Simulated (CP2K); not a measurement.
Two runs for the C K edge of aminoacetylene. Run A: CP2K XAS_TDP, all-electron GAPW, PBEh(45%), aug-cc-pVTZ, TDA, no relativity. Run B differs in one setting.

First lines with a strength over 0.0015. A:

| atom | energy (eV) | states | strength, one atom |
| --- | --- | --- | --- |
| C1 (bonded to C and H) | 281.34 | 1 | 0.0503 |
|  | 282.56 | 1 | 0.0401 |
|  | 283.80 | 1 | 0.0095 |
|  | 284.51 | 1 | 0.0040 |
|  | 284.71 | 1 | 0.0023 |
| C2 (bonded to C and N) | 282.61 | 1 | 0.0536 |
|  | 283.17 | 1 | 0.0640 |
|  | 284.20 | 1 | 0.0023 |
|  | 287.69 | 1 | 0.0021 |
|  | 287.99 | 1 | 0.0055 |

B:

| atom | energy (eV) | states | strength, one atom |
| --- | --- | --- | --- |
| C1 (bonded to C and H) | 275.92 | 1 | 0.0344 |
|  | 276.92 | 1 | 0.0225 |
|  | 277.21 | 1 | 0.0044 |
|  | 277.66 | 1 | 0.0041 |
|  | 278.08 | 1 | 0.0031 |
| C2 (bonded to C and N) | 277.14 | 1 | 0.0400 |
|  | 277.43 | 1 | 0.0023 |
|  | 277.90 | 1 | 0.0470 |
|  | 281.09 | 1 | 0.0038 |
|  | 281.59 | 1 | 0.0050 |

**Question.** Which was it: the functional, GW2X switched on, the basis, scalar relativity switched on?

The functional (functional from PBEh(45%) to PBE0; the lines alone don't name the new value). A functional moves all lines by electronvolts and changes their spacings and strengths. Against PBEh(45%) in aug-cc-pVTZ, the leading lines move by -5.42 eV (C1, to 275.92) and -5.47 eV (C2, to 277.14); the strength of C1's goes from 0.0503 to 0.0344. The next line of C1 over the strength cut lies 1.00 eV higher, against 1.22.

[Hosts, paths, dates, database ids (printed as entryN), source tags and the programs' standing remarks are cut or masked in the printed files.]
